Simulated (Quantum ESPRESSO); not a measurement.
# Wannier-interpolated electron–phonon scattering in V (Im-3m)

The plan: phonons and Wannier functions of V (Im-3m), and, if the interpolated phonons are stable, its coupling and resistivity.

Calculated with Quantum ESPRESSO 7.5; DFT PBEsol, scalar-relativistic, plane waves, PseudoDojo 0.4.1 norm-conserving pseudopotentials.

### Step 1. Starting point

It takes space group Im-3m (No. 229, cubic). Conventional cell: a = 3.029 Å, b = 3.029 Å, c = 3.029 Å, α = 90.00°, β = 90.00°, γ = 90.00°. Nearest to V lie 8 V at 2.62 Å.

### Step 2. Relaxation

The cell is relaxed under the functional used for all that follows.

The input, relax.in:

```
&CONTROL
  calculation   = 'vc-relax'
  prefix        = 'x'
  outdir        = './tmp'
  pseudo_dir    = './pseudo'
  tprnfor       = .true.
  tstress       = .true.
  etot_conv_thr = 1.0d-05
  forc_conv_thr = 4.0d-04
/
&SYSTEM
  ibrav       = 0
  nat         = 1
  ntyp        = 1
  ecutwfc     = 84.0
  occupations = 'smearing'
  smearing    = 'mv'
  degauss     = 0.02
/
&ELECTRONS
  conv_thr = 1.0d-11
/
&IONS
/
&CELL
  press_conv_thr = 0.4
/
ATOMIC_SPECIES
 V      50.9415  V.upf
CELL_PARAMETERS angstrom
    -1.514350000    1.514350000    1.514350000
     1.514350000   -1.514350000    1.514350000
     1.514350000    1.514350000   -1.514350000
ATOMIC_POSITIONS crystal
 V      0.000000000   0.000000000   0.000000000
K_POINTS automatic
 12 12 12 0 0 0
```

The run is started by

```sh
> OMP_NUM_THREADS=1 mpirun -n 8 pw.x -nk 8 -in relax.in > relax.out
```

The program printed:

```text
Program PWSCF v.7.5

     This program is part of the open-source Quantum ESPRESSO suite
     for quantum simulation of materials; please cite
         "P. Giannozzi et al., J. Phys.:Condens. Matter 21 395502 (2009);
         "P. Giannozzi et al., J. Phys.:Condens. Matter 29 465901 (2017);
         "P. Giannozzi et al., J. Chem. Phys. 152 154105 (2020);
     in publications or presentations arising from this work. More details at

     Message from routine setup:
     using ibrav=0 with symmetry is DISCOURAGED, use correct ibrav instead

     G-vector sticks info
     --------------------
     sticks:   dense  smooth     PW     G-vecs:    dense   smooth      PW
     Sum         623     623    221                 9861     9861    2123

     Using Slab Decomposition

     bravais-lattice index     =            0
     lattice parameter (alat)  =       4.9566  a.u.
     unit-cell volume          =      93.7423 (a.u.)^3
     number of atoms/cell      =            1
     number of atomic types    =            1
     number of electrons       =        13.00
     number of Kohn-Sham states=           11
     kinetic-energy cutoff     =      84.0000  Ry
     charge density cutoff     =     336.0000  Ry
     scf convergence threshold =      1.0E-11
     mixing beta               =       0.7000
     number of iterations used =            8  plain     mixing
     energy convergence thresh.=      1.0E-05
     force convergence thresh. =      4.0E-04
     press convergence thresh. =      4.0E-01
     Exchange-correlation= PBESOL
                           (   1   4  10   8   0   0   0)
     nstep                     =           50

     celldm(1)=   4.956621  celldm(2)=   0.000000  celldm(3)=   0.000000
     celldm(4)=   0.000000  celldm(5)=   0.000000  celldm(6)=   0.000000

     crystal axes: (cart. coord. in units of alat)
               a(1) = (  -0.577350   0.577350   0.577350 )
               a(2) = (   0.577350  -0.577350   0.577350 )
               a(3) = (   0.577350   0.577350  -0.577350 )
[...]
number of Kohn-Sham states=           11
     number of k points=    72  Marzari-Vanderbilt smearing, width (Ry)=  0.0200
     estimated scf accuracy    <       0.07316368 Ry
     estimated scf accuracy    <       0.05539628 Ry
     estimated scf accuracy    <       0.00007208 Ry
     estimated scf accuracy    <       0.00002372 Ry
     estimated scf accuracy    <       0.00001115 Ry
     estimated scf accuracy    <       0.00000057 Ry
     estimated scf accuracy    <          6.9E-10 Ry
     estimated scf accuracy    <          4.5E-09 Ry
     estimated scf accuracy    <          3.3E-10 Ry
     estimated scf accuracy    <       0.00000002 Ry
     estimated scf accuracy    <          7.3E-10 Ry
     estimated scf accuracy    <          1.9E-10 Ry
     estimated scf accuracy    <          1.9E-11 Ry
     estimated scf accuracy    <          6.3E-13 Ry
     the Fermi energy is    17.3322 ev
!    total energy              =    -147.44490099 Ry
     estimated scf accuracy    <          7.3E-14 Ry
     convergence has been achieved in  13 iterations
          total   stress  (Ry/bohr**3)                   (kbar)     P=       -0.15
   JOB DONE.
```

The job ended after 8.5 s (8 MPI ranks of Arm Neoverse V2, shared host; 67 s of CPU time).

This run has no spin polarisation, although V can carry a moment.

This step gave:

- free energy: -2006.0901 eV
- pressure: -0.015 GPa
- volume per atom: 12.94 Å³/atom

The volume ends at 12.94 Å³ an atom, -6.8 % from the start.

### Step 3. Ground state

Linear response needs a tightly converged ground state.

The input, scf.in:

```
&CONTROL
  calculation = 'scf'
  prefix      = 'x'
  outdir      = './tmp'
  pseudo_dir  = './pseudo'
  tprnfor     = .true.
  tstress     = .true.
/
&SYSTEM
  ibrav       = 0
  nat         = 1
  ntyp        = 1
  ecutwfc     = 84.0
  occupations = 'smearing'
  smearing    = 'mv'
  degauss     = 0.02
/
&ELECTRONS
  conv_thr = 1.0d-12
/
ATOMIC_SPECIES
 V      50.9415  V.upf
CELL_PARAMETERS angstrom
    -1.479114000    1.479114000    1.479114000
     1.479114000   -1.479114000    1.479114000
     1.479114000    1.479114000   -1.479114000
ATOMIC_POSITIONS crystal
 V      0.000000000   0.000000000   0.000000000
K_POINTS automatic
 12 12 12 0 0 0
```

The run is started by

```sh
> OMP_NUM_THREADS=1 mpirun -n 8 pw.x -nk 8 -in scf.in > scf.out
```

The program printed:

```text
[banner, memory and clock lines left out]
[...]
number of Kohn-Sham states=           11
     number of k points=    72  Marzari-Vanderbilt smearing, width (Ry)=  0.0200
     estimated scf accuracy    <       0.06678196 Ry
     estimated scf accuracy    <       0.04089470 Ry
     estimated scf accuracy    <       0.00006769 Ry
     estimated scf accuracy    <       0.00002102 Ry
     estimated scf accuracy    <       0.00000902 Ry
     estimated scf accuracy    <       0.00000034 Ry
     estimated scf accuracy    <          5.0E-10 Ry
     estimated scf accuracy    <          3.8E-09 Ry
     estimated scf accuracy    <          2.3E-10 Ry
     estimated scf accuracy    <          2.6E-12 Ry
     estimated scf accuracy    <          2.0E-12 Ry
     the Fermi energy is    17.3322 ev
!    total energy              =    -147.44490099 Ry
     estimated scf accuracy    <          1.6E-13 Ry
     convergence has been achieved in  12 iterations
          total   stress  (Ry/bohr**3)                   (kbar)     P=       -0.15
```

The job ended after 2.7 s (8 MPI ranks).

Numbers from this step:

* Fermi energy: 17.33 eV

The Fermi level lies at 17.33 eV and the pressure is -0.015 GPa.

(Continued in part 2 of 3.)

[The logs of pw.x and epw.x are selected lines.]

[Logs are printed without paths, hosts, clocks, repeated set-up lines and the standing remarks that a program may print on its own settings, such as how far it seeks lower states.]

[Hosts, paths, dates, database ids (printed as entryN), source tags and the programs' standing remarks are cut or masked in the printed files.]
